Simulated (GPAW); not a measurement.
## Core-hole calculation of the Y L₃ edge in YTe (P-6m2)

What does one-electron theory with a core hole give for the Y L₃ edge of YTe (P-6m2)?

Main program and level: GPAW 26.7.0; X-ray absorption from dipole matrix elements to empty bands, plane-wave PAW LDA.

### 1. Starting point

The structure is hexagonal, space group P-6m2 (No. 187). The conventional cell has a = 4.109 Å, b = 4.109 Å, c = 4.062 Å, α = 90.00°, β = 90.00°, γ = 120.00°. Te has 6 Y at 3.12 Å nearest. Y has 6 Te at 3.12 Å nearest. Farther neighbours and most contacts between anions are not listed.

As a file:

```cif
data_structure
_symmetry_space_group_name_H-M 'P-6m2'
_symmetry_Int_Tables_number 187
_cell_length_a 4.1091
_cell_length_b 4.1091
_cell_length_c 4.0617
_cell_angle_alpha 90.000
_cell_angle_beta 90.000
_cell_angle_gamma 120.000
_cell_volume 59.39
loop_
_atom_site_label
_atom_site_type_symbol
_atom_site_symmetry_multiplicity
_atom_site_Wyckoff_symbol
_atom_site_fract_x
_atom_site_fract_y
_atom_site_fract_z
_atom_site_occupancy
Te1 Te 1 b 0.00000 0.00000 0.50000 1
Y1 Y 1 e 0.66667 0.33333 0.00000 1
```

### 2. Ground state of the crystal

A plain self-consistent run shows whether there is a gap, which decides the set-up of the core-hole run.

The input, scf.py:

```python
import numpy as np
from ase import Atoms
from ase.parallel import parprint, paropen
from gpaw import GPAW, PW, FermiDirac, Mixer, MixerDif, setup_paths
from gpaw.test import gen
setup_paths.insert(0, '.')
gen('Y', name='nch2p', xcname='LDA', corehole=(2, 1, 0), write_xml=True)
from gpaw.mpi import world
world.barrier()

atoms = Atoms('TeY',
    cell=[[4.10909385, 0, 0],
     [-2.05454693, 3.55857966, 0],
     [0, 0, 4.06166601]],
    scaled_positions=[[0.33333333, 0.66666667, 0.5],
     [0, 0, 0]],
    pbc=True)
atoms.calc = calc = GPAW(legacy_gpaw=True, mode=PW(430, force_complex_dtype=True), xc='LDA', setups={1: 'nch2p'},
    kpts={'size': (7, 7, 6), 'gamma': True}, occupations=FermiDirac(0.05),
    charge=0, mixer=Mixer(0.1, 5, 50), maxiter=150,
    convergence={'density': 0.0001, 'eigenstates': 1e-6}, txt='scf.txt')
energy = atoms.get_potential_energy() + calc.get_reference_energy()
ef = calc.get_fermi_level()
out = dict(energy=energy, fermi=ef, forces=atoms.get_forces().tolist())
parprint(f'all-electron energy {energy:.4f} eV, Fermi level {ef:.4f} eV')
ev = np.array([[calc.get_eigenvalues(k, s) for k in range(len(calc.get_ibz_k_points()))] for s in range(calc.get_number_of_spins())])
out['homo'], out['lumo'], out['counts'] = ev[ev < ef].max(), ev[ev > ef].min(), sorted(set((ev < ef).sum((0, 2)).tolist()))
out['filled'] = (ev[:, 0] < ef).sum(1).tolist()
import json
with paropen('out.json', 'w') as f:
    json.dump(out, f)
```

The run is started by

```sh
$ OMP_NUM_THREADS=1 mpirun -n 4 gpaw python scf.py
```

Numbers of over 12 decimals in the logs are rounded to 6 here.

The log of the run:

```text
Input parameters:
  convergence: {density: 0.0001,
                eigenstates: 1e-06}
  kpts: {gamma: True,
         size: (7, 7, 6)}
  maxiter: 150
  mixer: {backend: pulay,
          beta: 0.1,
          method: separate,
          nmaxold: 5,
          weight: 50}
  mode: {ecut: 430.0,
         force_complex_dtype: True,
         name: pw}
  occupations: {fixmagmom: False,
                name: fermi-dirac,
                width: 0.05}
  setups: {1: nch2p}

Initialize ...

[... PAW data sets ...]

Reference energy: -276625.382566  # eV

Spin-paired calculation

[... convergence settings ...]
Symmetries present (total): 2
  [... symmetry matrices ...]

294 k-points: 7 x 7 x 6 Monkhorst-Pack grid + [0.000000,0.000000,1/12]
100 k-points in the irreducible part of the Brillouin zone
       k-points in crystal coordinates                weights
   0:     0.00000000    0.00000000    0.00000000          1/294
   1:     0.00000000    0.00000000    0.16666667          2/294
   2:     0.00000000    0.00000000    0.33333333          2/294
   3:     0.00000000    0.00000000    0.50000000          1/294
   4:     0.00000000    0.14285714    0.00000000          2/294
   5:     0.00000000    0.14285714    0.16666667          4/294
   6:     0.00000000    0.14285714    0.33333333          4/294
   7:     0.00000000    0.14285714    0.50000000          2/294
   8:     0.00000000    0.28571429    0.00000000          2/294
   9:     0.00000000    0.28571429    0.16666667          4/294
          ...
  99:     0.42857143    0.42857143    0.50000000          2/294

Wave functions: Plane wave expansion
  Cutoff energy: 430.000 eV
  Number of coefficients (min, max): 1178, 1213
  Pulay-stress correction: 0.000000 eV/Ang^3 (de/decut=0.000000)
  Using FFTW library
  Wavefunction extrapolation:
    Improved wavefunction reuse through dual PAW basis

Occupation numbers: Fermi-Dirac:
  width: 0.0500  # eV

Eigensolver
   Davidson(niter=2)

Densities:
  Coarse grid: 20*20*20 grid
  Fine grid: 40*40*40 grid
  Total Charge: 0.000000

Density mixing:
  Method: separate
  Backend: pulay
  Linear mixing parameter: 0.1
  old densities: 5
  Width of damping distribution: 1.1
  Damping of long wavelength oscillations: 50

[... Hamiltonian set-up ...]
Number of atoms: 2
Number of atomic orbitals: 17
Number of bands in calculation: 15
Number of valence electrons: 17
Bands to converge: occupied

... initialized

Initializing position-dependent things.

Density initialized from atomic densities
Creating initial wave functions:
  15 bands from LCAO basis set

         Te

       Y

Atomic positions and initial magnetic moments

Positions:
   0 Te    -0.000000    2.372386    2.030833    ( 0.0000,  0.0000,  0.0000)
   1 Y      0.000000    0.000000    0.000000    ( 0.0000,  0.0000,  0.0000)

Unit cell:
           periodic     x           y           z      points  spacing
  1. axis:    yes    4.109094    0.000000    0.000000    20     0.1779
  2. axis:    yes   -2.054547    3.558580    0.000000    20     0.1779
  3. axis:    yes    0.000000    0.000000    4.061666    20     0.2031

  Lengths:   4.109094   4.109094   4.061666
  Angles:   90.000000  90.000000 120.000000

Effective grid spacing dv^(1/3) = 0.1951

iter:   1   -11.862018
iter:   2   -11.848397   -1.87  -1.39
iter:   3   -11.811333   -2.11  -1.43
iter:   4   -11.810484   -3.83  -1.74
iter:   5   -11.810923c  -3.09  -1.75
iter:   6   -11.810452c  -4.11  -2.38
iter:   7   -11.809860c  -4.25  -2.67
iter:   8   -11.809865c  -5.66  -3.23
iter:   9   -11.809862c  -6.07c -3.47
iter:  10   -11.809861c  -7.00c -3.75
iter:  11   -11.809861c  -7.85c -4.26c

Converged after 11 iterations.

Dipole moment: (-2.083385, 1.202843, 0.000000) |e|*Ang

Energy contributions relative to reference atoms: (reference = -276625.382566)

Kinetic:         +8.290128
Potential:       -8.107901
External:        +0.000000
XC:             -11.964158
Entropy (-ST):   -0.032155
Local:           -0.011853
SIC:             +0.000000
--------------------------
Free energy:    -11.825939
Extrapolated:   -11.809861

Showing only first 2 kpts
 Kpt  Band  Eigenvalues  Occupancy
  0     6      5.22133    2.00000
  0     7      5.38257    2.00000
  0     8      6.32447    2.00000
  0     9      8.91031    0.00000

  1     6      5.33015    2.00000
  1     7      5.33015    2.00000
  1     8      7.54631    0.08282
  1     9      8.91442    0.00000

Fermi level: 7.38921

No gap
No difference between direct/indirect transitions

Forces in eV/Ang:
  0 Te    0.00001   -0.00001    0.00000
  1 Y    -0.00000    0.00000    0.00000
Scalar-relativistic atomic LDA calculation for Y (Yttrium, Z=39)
Core hole in 2p state (2p occupation: 6.0)
750 radial gridpoints.
|------------------------------------------------|
|------------------------------------------------|
[... the atom generator's iteration count ...]

Energy contributions:
-------------------------
Kinetic:    +3468.645094
XC:          -105.479064
Potential:  -6743.658531
-------------------------
Total:      -3380.492502

state      eigenvalue         ekin         rmax
-----------------------------------------------
1s^2.0 :  -618.543443   785.386613        0.025
2s^2.0 :   -84.799187   156.853497        0.141
2p^6.0 :   -75.594584   151.889632        0.113
3s^2.0 :   -13.512336    39.809453        0.422
3p^6.0 :   -10.520490    36.681922        0.416
3d^10.0:    -5.564517    31.548104        0.361
4s^2.0 :    -1.763072     8.054635        1.128
4p^6.0 :    -1.027192     6.241997        1.244
4d^1.0 :    -0.097195     2.169838        1.804
5s^2.0 :    -0.155371     0.952255        3.320
5p^0.0 :    -0.054980     0.500247        4.410
-----------------------------------------------
(units: Bohr and Hartree)

Generating PAW setup
Kinetic energy of the core from tauc = 3468.026130082191
Cutoffs:
rc(s)=2.510
rc(p)=2.490
rc(d)=2.430
rc(vbar)=2.450
rc(comp)=2.410
rc(nct)=2.510

Kinetic energy of the core states: 3411.009492
Charge: 0.0
Core electrons: 28.0
Valence electrons: 11.0
Pseudo-core charge: 0.003786
Shape function alpha=1.722
Pseudo-electron charge 7.472037
state    eigenvalue         norm
--------------------------------
4s(2) :    -1.763072     0.685202
5s(2) :    -0.155371     0.971849
4p(6) :    -1.027192     0.548140
5p(0) :    -0.054980     0.976393
4d(1) :    -0.097195     0.865310
*d    :     0.902805
--------------------------------

Diagonalizing with gridspacing h=0.050

state   all-electron     PAW
-------------------------------
4s:      -1.763072    -1.763529
4p:      -1.027192    -1.027856
4d:      -0.097195    -0.097523
*f:                    0.059866
-------------------------------
all-electron energy -276637.1924 eV, Fermi level 7.3892 eV
```

Wall time 8 s (4 MPI ranks of Intel Xeon Platinum 8375C at 2.90GHz (Ice Lake), shared host); peak memory 0.18 GiB; 31 s of CPU time.

The mesh shows no gap, so the system is treated as a metal and the core electron is put at the Fermi level (neutral cell).

### 3. Spectrum without a core hole, Y atom 2

Without a hole the spectrum is the empty density of states of the right symmetry on the absorber, weighted by matrix elements. It needs only the small cell and serves as the baseline. The data set with a hole of occupation 0 only carries the core orbital.

The absorber has 6 Te at 3.12 Å (trigonal prismatic, site symmetry -6m2).

The input, xas.py:

```python
import numpy as np
from ase import Atoms
from ase.parallel import parprint, paropen
from gpaw import GPAW, PW, FermiDirac, Mixer, MixerDif, setup_paths
from gpaw.test import gen
setup_paths.insert(0, '.')
gen('Y', name='nch2p', xcname='LDA', corehole=(2, 1, 0), write_xml=True)
from gpaw.mpi import world
world.barrier()

atoms = Atoms('TeY',
    cell=[[4.10909385, 0, 0],
     [-2.05454693, 3.55857966, 0],
     [0, 0, 4.06166601]],
    scaled_positions=[[0.33333333, 0.66666667, 0.5],
     [0, 0, 0]],
    pbc=True)
atoms.calc = calc = GPAW(legacy_gpaw=True, mode=PW(430, force_complex_dtype=True), xc='LDA', setups={1: 'nch2p'},
    kpts={'size': (10, 10, 8), 'gamma': True}, occupations=FermiDirac(0.1),
    charge=0, mixer=Mixer(0.1, 5, 50), maxiter=150,
    convergence={'density': 0.0001, 'eigenstates': 1e-6}, txt='scf.txt')
energy = atoms.get_potential_energy() + calc.get_reference_energy()
ef = calc.get_fermi_level()
out = dict(energy=energy, fermi=ef, forces=atoms.get_forces().tolist())
parprint(f'all-electron energy {energy:.4f} eV, Fermi level {ef:.4f} eV')
ev = np.array([[calc.get_eigenvalues(k, s) for k in range(len(calc.get_ibz_k_points()))] for s in range(calc.get_number_of_spins())])
out['homo'], out['lumo'], out['counts'] = ev[ev < ef].max(), ev[ev > ef].min(), sorted(set((ev < ef).sum((0, 2)).tolist()))
out['filled'] = (ev[:, 0] < ef).sum(1).tolist()

from ase.units import Ha
from gpaw.xas import dipole_matrix_elements
nb = int(calc.get_number_of_electrons() / 2) + 44
top = nb
nscf = calc.fixed_density(kpts={'size': (7, 7, 6), 'gamma': True},
    convergence={'eigenstates': 1.0}, txt='nscf.txt')
nscf.diagonalize_full_hamiltonian(nbands=nb)
cell = atoms.cell.array
ops = [cell.T @ U.T @ np.linalg.inv(cell.T) for U in nscf.wfs.kd.symmetry.op_scc]
E = np.arange(-25, 34, 0.1)
fwhm = np.interp(E, [4, 25], [1.5, 3.5])
Y, X, zero, highest = 0, 0, 1e9, 1e9
for spin in range(nscf.get_number_of_spins()):
    wfs = nscf.wfs
    mine = wfs.bd.get_slice()  # this rank's bands
    A = dipole_matrix_elements(wfs.setups[1])
    eps = np.zeros((wfs.kd.nibzkpts, nb))
    d = np.zeros((3, A.shape[1], wfs.kd.nibzkpts, nb), complex)
    for kpt in wfs.kpt_u:
        if kpt.s == spin and 1 in kpt.P_ani:
            eps[kpt.k, mine] = kpt.eps_n * Ha
            d[:, :, kpt.k, mine] = (kpt.weight * wfs.nspins / 2) ** 0.5 * np.inner(A, kpt.P_ani[1])
    world.sum(eps)
    world.sum(d)
    T = np.einsum('amkn,bmkn->abkn', d, d.conj()).real
    T = sum(np.einsum('ai,ijkn,bj->abkn', R, T, R) for R in ops) / len(ops)
    empty = eps > ef
    zero, highest = min(zero, eps[empty].min()), min(highest, eps[:, top - 1].min())
    lines = [(eps, T, empty)] if spin == 0 else lines + [(eps, T, empty)]
for eps, T, empty in lines:
    f = np.einsum('aakn->akn', T).reshape(3, -1)
    x = eps.ravel() - zero
    w = np.interp(x, E, fwhm) / 2.35482
    g = np.exp(-0.5 * ((E[:, None] - x) / w) ** 2) / (w * (2 * np.pi) ** 0.5)
    Y = Y + (f * empty.ravel()) @ g.T
    X = X + (f * ~empty.ravel()) @ g.T
out.update(E=E.round(2).tolist(), xas=Y.tolist(), xes=X.tolist(), zero=zero, valid=highest - zero, nk=len(eps), nb=nb)
for i in range(0, len(E), 10):
    parprint(f'{E[i]:7.2f}', *(f'{v:10.3e}' for v in Y[:, i]))
import json
with paropen('out.json', 'w') as f:
    json.dump(out, f)
```

The run is started by

```sh
$ OMP_NUM_THREADS=1 mpirun -n 4 gpaw python xas.py
```

The log of the run:

```text
Input parameters:
  convergence: {density: 0.0001,
                eigenstates: 1e-06}
  kpts: {gamma: True,
         size: (10, 10, 8)}
  maxiter: 150
  mixer: {backend: pulay,
          beta: 0.1,
          method: separate,
          nmaxold: 5,
          weight: 50}
  mode: {ecut: 430.0,
         force_complex_dtype: True,
         name: pw}
  occupations: {fixmagmom: False,
                name: fermi-dirac,
[...]
*d    :     0.902805
--------------------------------

Diagonalizing with gridspacing h=0.050

state   all-electron     PAW
-------------------------------
4s:      -1.763072    -1.763529
4p:      -1.027192    -1.027856
4d:      -0.097195    -0.097523
*f:                    0.059866
-------------------------------
all-electron energy -276637.2158 eV, Fermi level 7.3697 eV
[...]
32.00  1.145e-05  1.145e-05  1.237e-05
  33.00  1.105e-05  1.105e-05  1.154e-05
[key lines of the parts left out:]
Converged after 11 iterations.
Dipole moment: (-2.077590, 1.199497, 0.000000) |e|*Ang
Free energy:    -11.871945
Fermi level: 7.36968
```

Wall time 94 s (4 MPI ranks); peak memory 0.4 GiB.

The Y L₃ spectrum, Y atom 2, no core hole (energy from the lowest empty level; intensity scaled to a mean of 1 over the first 20 eV; polarised curves are means over the symmetry-equivalent atoms):

```tsv
E (eV)	isotropic	ε ⊥ c	ε ∥ c
-2.0	0.00	0.00	0.00
-1.5	0.01	0.01	0.02
-1.0	0.07	0.08	0.07
-0.5	0.23	0.23	0.21
0.0	0.42	0.44	0.36
0.5	0.60	0.65	0.50
1.0	0.94	1.00	0.83
1.5	1.58	1.61	1.53
2.0	2.35	2.32	2.41
2.5	2.97	2.91	3.09
3.0	3.19	3.14	3.28
3.5	2.84	2.83	2.87
4.0	2.17	2.17	2.18
4.5	1.54	1.53	1.56
5.0	1.13	1.11	1.17
5.5	0.94	0.93	0.96
6.0	0.85	0.86	0.84
6.5	0.78	0.80	0.75
7.0	0.73	0.74	0.70
7.5	0.73	0.74	0.72
8.0	0.75	0.76	0.74
8.5	0.71	0.72	0.69
9.0	0.60	0.61	0.58
9.5	0.50	0.50	0.49
10.0	0.47	0.47	0.47
10.5	0.54	0.54	0.55
11.0	0.68	0.67	0.70
11.5	0.80	0.79	0.82
12.0	0.85	0.83	0.88
12.5	0.83	0.82	0.85
13.0	0.79	0.78	0.80
13.5	0.75	0.75	0.74
14.0	0.72	0.73	0.70
14.5	0.68	0.70	0.66
15.0	0.64	0.65	0.62
15.5	0.61	0.62	0.59
16.0	0.59	0.59	0.58
16.5	0.58	0.58	0.59
17.0	0.59	0.59	0.61
17.5	0.62	0.61	0.63
18.0	0.64	0.63	0.66
18.5	0.65	0.64	0.68
19.0	0.66	0.64	0.68
19.5	0.65	0.64	0.68
20.0	0.65	0.64	0.67
20.5	0.64	0.63	0.66
21.0	0.63	0.62	0.64
21.5	0.61	0.61	0.61
22.0	0.59	0.59	0.58
22.5	0.57	0.57	0.55
23.0	0.55	0.56	0.53
23.5	0.55	0.56	0.53
24.0	0.56	0.57	0.54
24.5	0.58	0.59	0.56
25.0	0.60	0.61	0.58
25.5	0.62	0.63	0.61
26.0	0.64	0.65	0.63
26.5	0.65	0.66	0.64
27.0	0.66	0.67	0.65
27.5	0.66	0.67	0.65
28.0	0.66	0.66	0.65
28.5	0.66	0.66	0.65
29.0	0.65	0.65	0.65
29.5	0.64	0.63	0.65
30.0	0.62	0.61	0.64
30.5	0.60	0.59	0.63
31.0	0.58	0.57	0.61
31.5	0.56	0.55	0.60
32.0	0.55	0.53	0.58
```

Main maxima below 30 eV (height): 3.0 eV (3.19), 12.0 eV (0.85), 19.0 eV (0.66) and 27.4 eV (0.66). At an L edge the dipole rule selects empty d (and weakly s) states on the absorber, and the strong line at the onset measures the empty part of its d band.

The same matrix elements for filled bands give the Y L₃ emission of Y atom 2 (ground-state approximation; energy from the lowest empty level, largest value 1):

```tsv
E (eV)	emission
-24.00	0.00
-23.25	0.00
-22.50	0.00
-21.75	0.00
-21.00	0.00
-20.25	0.00
-19.50	0.00
-18.75	0.00
-18.00	0.00
-17.25	0.00
-16.50	0.00
-15.75	0.00
-15.00	0.00
-14.25	0.00
-13.50	0.00
-12.75	0.01
-12.00	0.03
-11.25	0.03
-10.50	0.01
-9.75	0.00
-9.00	0.00
-8.25	0.00
-7.50	0.00
-6.75	0.00
-6.00	0.04
-5.25	0.19
-4.50	0.38
-3.75	0.53
-3.00	0.73
-2.25	0.62
-1.50	0.40
-0.75	0.75
0.00	0.95
0.75	0.36
1.50	0.04
2.25	0.00
3.00	0.00
```

Emission maxima: -2.8 eV (0.74) and -0.2 eV (1.00).

### 4. Supercell without a hole, the energy reference

The photon energy needs a difference of total energies, so the cell and mesh of the coming hole run are first run without a hole.

Changes to scf.py since step 2:

```diff
@@ -10,11 +10,15 @@
 
-atoms = Atoms('TeY',
-    cell=[[4.10909385, 0, 0],
-     [-2.05454693, 3.55857966, 0],
-     [0, 0, 4.06166601]],
-    scaled_positions=[[0.33333333, 0.66666667, 0.5],
-     [0, 0, 0]],
+atoms = Atoms('Te3Y3',
+    cell=[[4.10909385, 0, 4.06166601],
+     [-2.05454693, 3.55857966, 4.06166601],
+     [-2.05454693, -3.55857966, 4.06166601]],
+    scaled_positions=[[0.16666667, 0.5, 0.83333333],
+     [0.5, 0.83333333, 0.16666667],
+     [0.83333333, 0.16666667, 0.5],
+     [0, 0, 0],
+     [0.33333333, 0.33333333, 0.33333333],
+     [0.66666667, 0.66666667, 0.66666667]],
     pbc=True)
-atoms.calc = calc = GPAW(legacy_gpaw=True, mode=PW(430, force_complex_dtype=True), xc='LDA', setups={1: 'nch2p'},
-    kpts={'size': (7, 7, 6), 'gamma': True}, occupations=FermiDirac(0.05),
+atoms.calc = calc = GPAW(legacy_gpaw=True, mode=PW(430, force_complex_dtype=True), xc='LDA', setups={3: 'nch2p'},
+    kpts={'size': (5, 5, 5), 'gamma': True}, occupations=FermiDirac(0.1),
     charge=0, mixer=Mixer(0.1, 5, 50), maxiter=150,
```

The run is started by

```sh
$ OMP_NUM_THREADS=1 mpirun -n 4 gpaw python scf.py
```

The log of the run:

```text
Input parameters:
  convergence: {density: 0.0001,
                eigenstates: 1e-06}
  kpts: {gamma: True,
         size: (5, 5, 5)}
  maxiter: 150
  mixer: {backend: pulay,
          beta: 0.1,
          method: separate,
          nmaxold: 5,
          weight: 50}
  mode: {ecut: 430.0,
         force_complex_dtype: True,
         name: pw}
  occupations: {fixmagmom: False,
                name: fermi-dirac,
[...]
5s(2) :    -0.155371     0.971849
4p(6) :    -1.027192     0.548140
5p(0) :    -0.054980     0.976393
4d(1) :    -0.097195     0.865310
*d    :     0.902805
--------------------------------

Diagonalizing with gridspacing h=0.050

state   all-electron     PAW
-------------------------------
4s:      -1.763072    -1.763529
4p:      -1.027192    -1.027856
4d:      -0.097195    -0.097523
*f:                    0.059866
-------------------------------
all-electron energy -829911.6406 eV, Fermi level 7.3751 eV
[key lines of the parts left out:]
Converged after 13 iterations.
Dipole moment: (-0.000000, -0.000000, -0.000000) |e|*Ang
Free energy:    -35.612702
Fermi level: 7.37510
```

The job ended after 21 s (4 MPI ranks; peak memory 0.24 GiB).

Reference energy: -829911.641 eV with the cores included.

(Continued in part 2 of 3.)

[Banner, clock and machine lines of the logs are left out without a mark of their own.]

[Logs are printed without paths, hosts, clocks, repeated set-up lines and the standing remarks that a program may print on its own settings, such as how far it seeks lower states.]

[Hosts, paths, dates, database ids (printed as entryN), source tags and the programs' standing remarks are cut or masked in the printed files.]

[Lists of maxima count a maximum above −3 eV only where it reaches 4 % of the highest in the window and stands out from its surroundings by 2 % of it (1.5 % where it reaches 55 %); shoulders and weaker maxima are passed over, and of the rest the first, up to two pre-edge ones and the few strongest are named.]
